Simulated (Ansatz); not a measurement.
# A hypothetical structure for SmTi2AlCo

Starting from a made-up structure for SmTi2AlCo, the aim is the relaxed cell, its shortest contacts and, where a second run follows, its electronic structure.

Main program and level: Ansatz 0.2.0; DFT, PBEsol, plane-wave PAW, default files, scalar-relativistic, ferromagnetic start, cell and ions relaxed at zero pressure.

In doubt: a part-filled 4f shell, where there is one, can sit in one of many states, so energies may not be the lowest and differences between runs may mislead; derivatives with an open 4f shell can jump between states, which bears on forces and vibrations.

### 1. The starting structure

The structure is tetragonal, space group I4mm (No. 107). The conventional cell has a = 4.185 Å, b = 4.185 Å, c = 10.362 Å, α = 90.00°, β = 90.00°, γ = 90.00°. Nearest to Sm lie 4 Al at 3.12 Å and 4 Co at 3.25 Å and 8 Ti at 3.32 to 3.34 Å. Nearest to Co lie 1 Al at 2.34 Å and 4 Ti at 2.44 Å and 4 Sm at 3.25 Å. Nearest to Ti lie 2 Co at 2.44 Å and 2 Al at 2.63 Å and 4 Ti at 2.96 Å and 4 Sm at 3.32 to 3.34 Å. Nearest to Al lie 1 Co at 2.34 Å and 4 Ti at 2.63 Å and 4 Sm at 3.12 Å. Farther neighbours are not listed.

### 2. Relaxing cell and atoms

The guessed cell has no reason to be at equilibrium. It is relaxed with the atoms, within the space group of the guess.

Contents of input.yaml:

```yaml
crystal:
  lattice:
    - [-2.0925, 2.0925, 5.181]
    - [2.0925, -2.0925, 5.181]
    - [2.0925, 2.0925, -5.181]
  atoms:
    - { symbol: Sm, position: [0.9972, 0.9972, 0.0], spin: 5.0 }
    - { symbol: Co, position: [0.6271, 0.6271, 0.0], spin: 2.0 }
    - { symbol: Ti, position: [0.7481, 0.2481, 0.5], spin: 1.0 }
    - { symbol: Ti, position: [0.2481, 0.7481, 0.5], spin: 1.0 }
    - { symbol: Al, position: [0.4013, 0.4013, 0.0] }
magnetization:
  spin_polarized: true
kpoints:
  mp_grid: { grid: [9, 9, 9] }
scf:
  occupations: { method: fermi_dirac, width: 0.05 }
hamiltonian:
  xc: pbesol
  pseudopotentials: { kind: paw }
relax:
  f_tol: 0.015
  max_steps: 70
  cell: {}
output:
  forces: true
  stress: true
```

On the command line:

```sh
$ ansatz run input.yaml --threads 4 --pin off --max-ram 10240MiB --backend cpu --events-out ev --progress --plain --runs-dir out
```

Numbers of over 12 decimals in the logs are rounded to 6 here.

The log of the run:

```text
Warning: where an SCF of this run starts from atoms to list the orders of its open shells, Sm (site 0, from 0) starts with 5.22 μB on its 4f shell, in the place of the 5.00 μB that the deck gives it: an open f shell starts with all that it can hold by Hund's first rule. To start from spheres of the given moment, type scf.initial_density.shell_occupations: []
basis.fft_grid_basis auto: the FFT boxes are laid along the combinations [[1, 0, 1], [0, 1, 1], [0, 0, 1]] of the cell's own vectors, 4.185, 4.185 and 5.967 Å long. The dense box has 30×30×40 points. Along the cell's own vectors, as sized, it would have 40×40×40, 1.78 times as many. Of the 8 symmetry operations that the crystal satisfies within crystal.symmetry.tolerance (time reversal apart; of a slab, those that ke [...]
Engine: ansatz 0.2.0, x86_64-unknown-linux-gnu
Pseudopotentials: kind: paw
Pseudopotential: Sm, paw, valence charge 16, recommended cutoff 420 eV (normal), Sm.paw.azcp
Pseudopotential: Co, paw, valence charge 17, recommended cutoff 420 eV (normal), Co.paw.azcp
Pseudopotential: Ti, paw, valence charge 12, recommended cutoff 420 eV (normal), Ti.paw.azcp
Pseudopotential: Al, paw, valence charge 3, recommended cutoff 420 eV (normal), Al.paw.azcp
Functional definition: PBEsol
  exchange = pbesol_x
  correlation = pbesol_c
Crystal: 5 atoms, lattice volume = 90.741 Å³
Basis set: ecut = 420 eV, 1717 PW (Γ), FFT grids on a1+a3, a2+a3, a3, exchange–correlation on 60×60×80 points (8 copies of the dense FFT grid, shifted against one another)
Bands: 42, of which v1, the nominal top of the filled ones, is band 30 counted from 1 (29 counted from 0)
Symmetry: 8 space group operations
Space group: I4mm (ITA 107), of the structure as read, at distance tolerance 4.5e-5 Å
Magnetic group: BNS 107.227 (UNI 887), of the structure as read, at distance tolerance 4.5e-5 Å
k-points: 75 of 729 (time reversal used)
Non-local potential: Sm, projectors of the file, l = 0: 3, l = 1: 2, l = 2: 2, l = 3: 3
Non-local potential: Co, projectors of the file, l = 0: 3, l = 1: 2, l = 2: 3, l = 3: 1
Non-local potential: Ti, projectors of the file, l = 0: 3, l = 1: 2, l = 2: 3, l = 3: 1
Non-local potential: Al, projectors of the file, l = 0: 2, l = 1: 2, l = 2: 1
PAW form: soft (Blöchl's): semilocal exchange-correlation on the pseudo side does not see the compensation charge
PAW frozen core: Sm, regenerated for the run's functional, and the local potential with it (the file was generated under x = pbe(κ = 0.804, μ = 0.219515), c = pbe(β = 0.066725))
PAW frozen core: Co, regenerated for the run's functional, and the local potential with it (the file was generated under x = pbe(κ = 0.804, μ = 0.219515), c = pbe(β = 0.066725))
PAW frozen core: Ti, regenerated for the run's functional, and the local potential with it (the file was generated under x = pbe(κ = 0.804, μ = 0.219515), c = pbe(β = 0.066725))
PAW frozen core: Al, regenerated for the run's functional, and the local potential with it (the file was generated under x = pbe(κ = 0.804, μ = 0.219515), c = pbe(β = 0.066725))
PAW one-centre angular grid: Sm, 590 points (default); XC on 64 Gauss nodes
PAW one-centre angular grid: Co, 590 points (default); XC on 64 Gauss nodes
PAW one-centre angular grid: Ti, 590 points (default); XC on 64 Gauss nodes
PAW one-centre angular grid: Al, 110 points (default); XC on 64 Gauss nodes
Initial density: superposition of atomic densities (chi_scale 0.1, normalization cell, long waves kept (reshape's long-wave potential 0.00 eV rms))
Starting moments: Σ|m| = 9 μB on 4 of 5 sites
Initial wavefunctions: pseudopotential atomic-orbital guess
Functional: x = pbesol(κ = 0.804, μ = 0.123457), c = pbesol(β = 0.046)
SCF iter   1: F=—  HF=-18710.428572 eV  |F-HF|=—  |Δ(HF+E_count)|=         —  Δρ=7.94e-2 (↑7.94e-2 ↓2.45e-2)  dr2=7.64e0  dr2_m=9.10e-1  M=8.041 μB ∫|m|=8.072 μB  β_m=0.30  ethr=3.10e-3  ⟨swp⟩=6.0  Hψ=23728  notcnv=0
Mixer restart at iter 1: flushing history
preconditioner: auto → Kerker (q_TF=auto, 2.547 Å⁻¹)  [metal: Δε(μ)=0.002 eV  Ē_g=7.111 eV  σ=0.050 eV  W_gap=0.01  n_scr=32 (ndim 8)  ℏωp=22.7 eV  f_vac=0.000  D(μ)=13.51/eV (n_scr^D=204)]
spin=Collinear: Kerker preconditioning applied to the charge; magnetization (m = ρ↑ − ρ↓) channel mixes plain (no charge-response kernel on spin).
SCF iter   2: F=—  HF=-18708.268286 eV  |F-HF|=—  |Δ(HF+E_count)|=         —  Δρ=3.62e-2 (↑3.62e-2 ↓2.71e-2)  dr2=1.57e0  dr2_m=5.74e-1  M=7.869 μB ∫|m|=7.903 μB  β_m=0.30  ethr=3.10e-3  ⟨swp⟩=3.0  Hψ=14387  notcnv=0  defer=210
Mixer restart at iter 2: flushing history
SCF iter   3: F=—  HF=-18708.614061 eV  |F-HF|=—  |Δ(HF+E_count)|=   3.46e-1  Δρ=2.72e-2 (↑2.64e-2 ↓2.72e-2)  dr2=6.67e-1  dr2_m=4.81e-1  M=7.706 μB ∫|m|=7.743 μB  β_m=0.65  ethr=2.62e-3  ⟨swp⟩=2.2  Hψ=8781  notcnv=0  defer=344
SCF iter   4: F=—  HF=-18710.075002 eV  |F-HF|=—  |Δ(HF+E_count)|=    1.46e0  Δρ=2.22e-2 (↑1.42e-2 ↓2.22e-2)  dr2=2.65e-1  dr2_m=2.58e-1  M=7.219 μB ∫|m|=7.262 μB  β_m=0.49  ethr=1.11e-3  ⟨swp⟩=3.5  Hψ=11445  notcnv=0  defer=356
SCF iter   5: F=—  HF=-18710.412613 eV  |F-HF|=—  |Δ(HF+E_count)|=         —  Δρ=3.44e-2 (↑3.44e-2 ↓1.59e-2)  dr2=1.69e-1  dr2_m=5.15e-1  M=6.620 μB ∫|m|=6.656 μB  β_m=0.82  ethr=4.42e-4  ⟨swp⟩=3.1  Hψ=11634  notcnv=0  defer=452
Mixer restart at iter 5: flushing history
SCF iter   6: F=—  HF=-18710.440959 eV  |F-HF|=—  |Δ(HF+E_count)|=   2.83e-2  Δρ=2.31e-2 (↑6.86e-3 ↓2.31e-2)  dr2=4.70e-1  dr2_m=6.65e-2  M=6.566 μB ∫|m|=6.595 μB  β_m=0.84  ethr=2.81e-4  ⟨swp⟩=3.2  Hψ=13165  notcnv=0  defer=450
SCF iter   7: F=—  HF=-18710.469944 eV  |F-HF|=—  |Δ(HF+E_count)|=   2.90e-2  Δρ=3.51e-2 (↑3.51e-2 ↓1.24e-2)  dr2=1.22e0  dr2_m=1.12e-1  M=6.507 μB ∫|m|=6.538 μB  β_m=0.36  ethr=2.81e-4  ⟨swp⟩=4.0  Hψ=16012  notcnv=0  defer=426  recentre
SCF iter   8: F=—  HF=-18710.386630 eV  |F-HF|=—  |Δ(HF+E_count)|=   8.33e-2  Δρ=6.32e-3 (↑4.36e-3 ↓6.32e-3)  dr2=3.18e-3  dr2_m=2.34e-2  M=6.524 μB ∫|m|=6.549 μB  β_m=0.53  ethr=2.81e-4  ⟨swp⟩=3.6  Hψ=13686  notcnv=0  defer=425
SCF iter   9: F=—  HF=-18710.387358 eV  |F-HF|=—  |Δ(HF+E_count)|=   7.28e-4  Δρ=1.26e-3 (↑7.84e-4 ↓1.26e-3)  dr2=1.24e-3  dr2_m=5.44e-4  M=6.508 μB ∫|m|=6.532 μB  β_m=0.77  ethr=5.29e-6  ⟨swp⟩=2.1  Hψ=12996  notcnv=0  defer=432
SCF iter  10: F=—  HF=-18710.388231 eV  |F-HF|=—  |Δ(HF+E_count)|=   8.73e-4  Δρ=8.29e-4 (↑8.29e-4 ↓7.91e-4)  dr2=1.60e-3  dr2_m=2.19e-5  M=6.525 μB ∫|m|=6.549 μB  β_m=0.84  ethr=2.07e-6  ⟨swp⟩=2.3  Hψ=11662  notcnv=0  defer=440
[...]
relax step   4: F+E_penalty+E_count = -18710.80315531 eV  Δ(F+E_penalty+E_count) = -4.547e-2 eV  max|allowed force component| = 6.411e-2 eV/Å  Δτ_max = 0.0295 Å  P = -0.279 GPa  Ω = 93.854 Å³  energy of the carried Pulay correction = -1.007e-3 eV  (13 SCF iters, dr2 threshold 5.00e-7 eV, accepted)
[...]
relax step   5: F+E_penalty+E_count = -18710.80440555 eV  Δ(F+E_penalty+E_count) = -1.250e-3 eV  max|allowed force component| = 4.374e-2 eV/Å  Δτ_max = 0.0019 Å  P = -0.097 GPa  Ω = 93.617 Å³  energy of the carried Pulay correction = -9.318e-4 eV  (10 SCF iters, dr2 threshold 5.00e-7 eV, accepted)
[...]
relax step   6: F+E_penalty+E_count = -18710.80474715 eV  Δ(F+E_penalty+E_count) = -3.416e-4 eV  max|allowed force component| = 7.069e-3 eV/Å  Δτ_max = 0.0044 Å  P = -0.017 GPa  Ω = 93.504 Å³  energy of the carried Pulay correction = -8.957e-4 eV  (9 SCF iters, dr2 threshold 1.97e-7 eV, accepted)
Initial wavefunctions: pseudopotential atomic-orbital guess (no wavefunctions were taken with the density)
iter 1 solved again at ethr=5.29e-7 eV; its pass at ethr=3.10e-3 eV (dr2=3.18e-4 eV) is discarded
SCF iter   1: F=—  HF=-18710.806180 eV  |F-HF|=—  |Δ(HF+E_count)|=         —  Δρ=2.61e-4 (↑2.61e-4 ↓2.59e-4)  dr2=2.79e-5  dr2_m=1.02e-7  M=6.145 μB ∫|m|=6.232 μB  β_m=0.65  ethr=5.29e-7  ⟨swp⟩=3.1  Hψ=41019  notcnv=0
preconditioner: auto → Kerker (q_TF=auto, 2.534 Å⁻¹)  [metal: Δε(μ)=0.004 eV  Ē_g=6.571 eV  σ=0.050 eV  W_gap=0.02  n_scr=32 (ndim 8)  ℏωp=22.4 eV  f_vac=0.000  D(μ)=12.09/eV (n_scr^D=202)]
spin=Collinear: Kerker preconditioning applied to the charge; magnetization (m = ρ↑ − ρ↓) channel mixes plain (no charge-response kernel on spin).
SCF iter   2: F=—  HF=-18710.806253 eV  |F-HF|=—  |Δ(HF+E_count)|=   7.37e-5  Δρ=9.34e-5 (↑9.08e-5 ↓9.34e-5)  dr2=4.25e-6  dr2_m=5.13e-8  M=6.145 μB ∫|m|=6.231 μB  β_m=0.65  ethr=4.66e-8  ⟨swp⟩=1.8  Hψ=6805  notcnv=0
SCF iter   3: F=—  HF=-18710.806263 eV  |F-HF|=—  |Δ(HF+E_count)|=   1.01e-5  Δρ=2.16e-5 (↑2.16e-5 ↓9.40e-6)  dr2=3.62e-7  dr2_m=5.31e-8  M=6.145 μB ∫|m|=6.231 μB  β_m=0.82  ethr=7.08e-9  ⟨swp⟩=2.2  Hψ=8791  notcnv=0
SCF iter   4: F=—  HF=-18710.806266 eV  |F-HF|=—  |Δ(HF+E_count)|=   2.19e-6  Δρ=1.30e-5 (↑1.30e-5 ↓9.14e-6)  dr2=5.34e-7  dr2_m=5.11e-9  M=6.145 μB ∫|m|=6.231 μB  β_m=0.91  ethr=6.04e-10  ⟨swp⟩=2.1  Hψ=10688  notcnv=0
SCF iter   5: F=—  HF=-18710.806267 eV  |F-HF|=—  |Δ(HF+E_count)|=   1.09e-6  Δρ=5.30e-6 (↑5.30e-6 ↓4.72e-6)  dr2=1.20e-7  dr2_m=5.67e-9  M=6.145 μB ∫|m|=6.231 μB  β_m=0.82  ethr=6.04e-10  ⟨swp⟩=2.0  Hψ=10872  notcnv=0
SCF iter   6: F=—  HF=-18710.806267 eV  |F-HF|=—  |Δ(HF+E_count)|=   7.04e-8  Δρ=8.62e-6 (↑8.57e-6 ↓8.62e-6)  dr2=2.68e-7  dr2_m=3.20e-10  M=6.145 μB ∫|m|=6.231 μB  β_m=0.91  ethr=1.99e-10  ⟨swp⟩=2.0  Hψ=10843  notcnv=0
SCF iter   7: F=—  HF=-18710.806267 eV  |F-HF|=—  |Δ(HF+E_count)|=   4.76e-7  Δρ=3.31e-6 (↑3.31e-6 ↓1.74e-6)  dr2=4.97e-9  dr2_m=4.44e-9  M=6.145 μB ∫|m|=6.232 μB  β_m=0.83  ethr=1.99e-10  ⟨swp⟩=2.3  Hψ=11115  notcnv=0
SCF iter   8: F=—  HF=-18710.806267 eV  |F-HF|=—  |Δ(HF+E_count)|=   7.90e-9  Δρ=2.35e-6 (↑1.81e-6 ↓2.35e-6)  dr2=8.22e-9  dr2_m=5.78e-10  M=6.145 μB ∫|m|=6.232 μB  β_m=0.88  ethr=8.28e-12  ⟨swp⟩=2.2  Hψ=11029  notcnv=0
SCF iter   9: F=—  HF=-18710.806267 eV  |F-HF|=—  |Δ(HF+E_count)|=   8.64e-9  Δρ=4.87e-7 (↑4.87e-7 ↓2.18e-7)  dr2=2.89e-10  dr2_m=5.97e-11  M=6.145 μB ∫|m|=6.232 μB  β_m=0.94  ethr=8.28e-12  ⟨swp⟩=2.0  Hψ=10928  notcnv=0
SCF iter  10: F=—  HF=-18710.806266 eV  |F-HF|=—  |Δ(HF+E_count)|=   6.59e-7  Δρ=2.72e-7 (↑2.72e-7 ↓1.49e-7)  dr2=1.41e-10  dr2_m=8.74e-12  M=6.145 μB ∫|m|=6.232 μB  β_m=0.97  ethr=1.00e-12  ⟨swp⟩=2.0  Hψ=10501  notcnv=0
SCF iter  11: F=—  HF=-18710.806266 eV  |F-HF|=—  |Δ(HF+E_count)|=  2.18e-11  Δρ=8.11e-8 (↑8.11e-8 ↓7.88e-8)  dr2=2.12e-11  dr2_m=3.38e-13  M=6.145 μB ∫|m|=6.232 μB  β_m=0.96  ethr=1.00e-12  ⟨swp⟩=2.0  Hψ=8154  notcnv=0
SCF iter  12: F=—  HF=-18710.806266 eV  |F-HF|=—  |Δ(HF+E_count)|=  3.64e-11  Δρ=3.38e-8 (↑3.38e-8 ↓2.70e-8)  dr2=2.97e-12  dr2_m=3.62e-13  M=6.145 μB ∫|m|=6.232 μB  β_m=0.98  ethr=1.00e-12  ⟨swp⟩=1.5  Hψ=6590  notcnv=0
SCF iter  13: F=—  HF=-18710.806266 eV  |F-HF|=—  |Δ(HF+E_count)|=    0.00e0  Δρ=2.17e-8 (↑1.66e-8 ↓2.17e-8)  dr2=2.00e-12  dr2_m=6.29e-14  M=6.145 μB ∫|m|=6.232 μB  β_m=0.99  ethr=1.00e-12  ⟨swp⟩=1.0  Hψ=6300  notcnv=0
SCF iter  14: F=-18710.806266 eV  HF=-18710.806266 eV  |F-HF|=3.27e-11  |Δ(HF+E_count)|=  3.64e-12  Δρ=1.30e-7 (↑1.30e-7 ↓8.58e-8)  dr2=3.57e-11  dr2_m=2.23e-12  M=6.145 μB ∫|m|=6.232 μB  ethr=1.00e-12  ⟨swp⟩=2.3  Hψ=17858  notcnv=0
SCF 7 converged in 14 iterations: F = -18710.806266 eV  dr2 = 3.57e-11
relax step   7: F+E_penalty+E_count = -18710.80626644 eV  Δ(F+E_penalty+E_count) = -1.519e-3 eV  max|allowed force component| = 7.154e-3 eV/Å  Δτ_max = 0.0000 Å  P = +0.016 GPa  Ω = 93.504 Å³  stress off target by 3.31e-2 GPa  SCF on the basis re-selected at this cell (its energy is not comparable with the rows above)  (14 SCF iters)
basis re-selected at this cell: Δ(F+E_penalty+E_count) = -1.519e-3 eV, ΔP = +0.033 GPa vs the last step (what re-selecting the basis moved, of the pressure what is left beyond the Pulay correction that the steps carried, after the strain that the cell walked since its last selection, with what the two solves' SCF thresholds leave and, on support functions, any second-order correction that the steps lacked; it is no m [...]
SCF converged after 14 iterations
Magnetization: 6.1449 μB (33.0724 up, 26.9276 down)
Absolute magnetization: 6.2338 μB (∫|ρ↑−ρ↓|, with the PAW one-centre terms)
Spin contamination: 0.1273 ħ² per cell (⟨S²⟩ above its minimum at these occupations)
Per-site moments (μB) at R_I (Å): [(5.529593, 1.293743), (-0.023661, 0.960606), (0.075763, 0.960606), (0.075763, 0.960606), (0.00321735, 0.974311)]
Free energy (F): -18710.806266 eV
Harris-Foulkes:  -18710.806266 eV  (|F-HF|=3.27e-11)
Internal energy: -18710.706274 eV  (E = F + TS)
E sigma→0 (E₀):  -18710.756270 eV
Entropy (-TS):   -0.099993 eV (-19.999 meV/atom)
Fermi energy:    12.254874 eV
--- Per-component energies (eV) ---
  E_band       = -654.876284
  E_kinetic    = 1369.146180
  E_local      = -7725.896027  (includes V_loc(G=0)·N_el)
  E_nonlocal   = 880.087518
  E_hartree    = 3272.490322
  E_xc         = -568.759877
  E_vxc        = -672.871771  (∫ρ·V_xc dr)
  E_paw        = -10108.599466  (= ΣΔE_a)
  E_vpaw       = -1050.322853  (= ΣTr[D̂ρ^β])
  E_aug_tail   = 0.000266  (compensation charges beyond the density's cutoff)
  E_ewald      = -5830.173274
  E_core_change = 0.998085  (= ΣΔE_core)
  E_smearing   = -0.099993  (= −TS)
  E_closure    = -0.000000  (closes the sum)
  Σ components = -18710.806266   (vs F -18710.806266, Δ=0.00e0)
--- Forces (eV/Å), atoms counted from 1 ---
  atom   1  Sm     0.00000000    -0.00000000     0.00210706
  atom   2  Co     0.00000000    -0.00000000     0.00328132
  atom   3  Ti     0.00000000     0.00000000     0.00088211
  atom   4  Ti    -0.00000000     0.00000000     0.00088211
  atom   5  Al    -0.00000000     0.00000000    -0.00715444
  max |Σ_I F_I| component: 1.85e-6 eV/Å
--- Stress (GPa, compression-positive) ---
        0.033060       0.000000      -0.000000
        0.000000       0.033060       0.000000
       -0.000000       0.000000      -0.018205
  P = ⅓ Tr σ = 0.0160 GPa (0.160 kbar)
--- Relaxed structure (6 steps of the walk, 6 accepted, 1 SCFs on fresh bases) ---
  F+E_penalty+E_count = -18710.80626644 eV   max|allowed force component| = 7.154e-3 eV/Å   (the final SCF, on the basis selected at the relaxed cell)
  cell:  # Å, volume = 93.5038 Å³
    - [-2.151144, 2.151144, 5.051612]
    - [2.151144, -2.151144, 5.051612]
    - [2.151144, 2.151144, -5.051612]
  atoms:
    - { symbol: Sm, position: [0.989174, 0.989174, 0] }
    - { symbol: Co, position: [0.647459, 0.647459, 0] }
    - { symbol: Ti, position: [0.735746, 0.235746, 0.5] }
    - { symbol: Ti, position: [0.235746, 0.735746, 0.5] }
    - { symbol: Al, position: [0.413676, 0.413676, 0] }
```

Elapsed: 2 min, on 4 threads of Intel Xeon Platinum 8488C (Sapphire Rapids), shared host; peak memory 0.83 GiB.

Step by step:

```
step  energy less that of the first step (eV)  largest force component (eV/Å)  pressure (GPa)  volume (Å³)
   1                                   0.0000                          1.6136            3.09        90.74
   2                                  -0.3151                          0.9634           -2.24        95.85
   3                                  -0.3694                          0.5654            2.25        91.80
   4                                  -0.4149                          0.0641           -0.28        93.85
   5                                  -0.4162                          0.0437           -0.10        93.62
   6                                  -0.4165                          0.0071           -0.02        93.50
  7*                                  -0.4180                          0.0072            0.02        93.50
```

Relaxation steps marked * repeat the geometry before them on a plane-wave basis chosen anew for their cell, so energy and pressure can jump there.

The run keeps the 8 symmetry operations that it works with, so distortions that break them were not tested.

```
conventional cell, symmetrised  before   after  change
                         a (Å)   4.185   4.302  +2.8 %
                         b (Å)   4.185   4.302  +2.8 %
                         c (Å)  10.362  10.103  -2.5 %
              volume (Å³/atom)   18.15   18.70  +3.0 %
```

The atoms that moved most (Å, as changes of fractional coordinates times the final cell):

```
atom     dx     dy      dz  length
 Co2  0.000  0.000   0.206   0.206
 Al5  0.000  0.000   0.125   0.125
 Ti4  0.000  0.000  -0.125   0.125
 Ti3  0.000  0.000  -0.125   0.125
 Sm1  0.000  0.000  -0.081   0.081
```

The relaxed structure:

```xyz
5
Lattice="-2.1511 2.1511 5.0516 2.1511 -2.1511 5.0516 2.1511 2.1511 -5.0516" Properties=species:S:1:pos:R:3 pbc="T T T"
Sm    0.0000    0.0000    9.9938
Co    0.0000    0.0000    6.5414
Ti    0.0000    2.1511    2.3818
Ti    2.1511    0.0000    2.3818
Al    0.0000    0.0000    4.1795
```

Numbers from this step:

```
free energy             : -18710.8063 eV
energy at zero smearing : -18710.7563 eV
smearing term TS        : 0.09999 eV
Fermi energy            : 12.25 eV
magnetization           : 6.145 μB
absolute magnetization  : 6.234 μB
site moments            : 5.530, -0.02366, 0.07576, 0.07576, 0.003217 μB
electrons               : 60
symmetry operations     : 8
pressure                : 0.01597 GPa
```

Site moment by atom:

```
atom  site moment (μB)
 Sm1              5.53
 Co2             -0.02
 Ti3              0.08
 Ti4              0.08
 Al5              0.00
```

Shortest distances by pair of elements, guess and relaxed (not always the same contact):

| pair | guess (Å) | relaxed (Å) |
| --- | --- | --- |
| Co–Ti | 2.439 | 2.329 |
| Al–Co | 2.340 | 2.362 |
| Al–Ti | 2.627 | 2.803 |
| Ti–Ti | 2.959 | 3.042 |
| Al–Sm | 3.122 | 3.136 |

The relaxation ends with a largest force component of 0.0072 eV/Å and a pressure of 0.02 GPa.

### 3. Outcome

| Item | Value |
| --- | --- |
| space group, relaxed | I4mm |
| conventional cell | a = 4.302, b = 4.302, c = 10.103 Å; α = 90.0°, β = 90.0°, γ = 90.0° |
| volume per atom | 18.70 Å³ (guess 18.15) |
| total moment | 6.14 μB in the cell of 5 atoms |

What this shows: SmTi2AlCo relaxes to I4mm with a = 4.302, b = 4.302 and c = 10.103 Å. The guessed volume was 3 % too small. The space group I4mm was held in the relaxation, so the end point is a stationary structure within it and may be a saddle against distortions or other arrangements. The input starts from parallel moments, and no other start was typed. The f shell may be open and has no Hubbard U, so its place in energy and the volume are uncertain. The electronic state may lie above the lowest one. Mesh and cutoff weren't tested. Spin-orbit coupling is left out, which can matter for elements this heavy. No dispersion term is used, so weakly bound directions may come out too long. Nothing here tests whether the compound is stable against decomposition.

[Logs are printed without paths, hosts, clocks, repeated set-up lines and the standing remarks that a program may print on its own settings, such as how far it seeks lower states.]

[Hosts, paths, dates, database ids (printed as entryN), source tags and the programs' standing remarks are cut or masked in the printed files.]
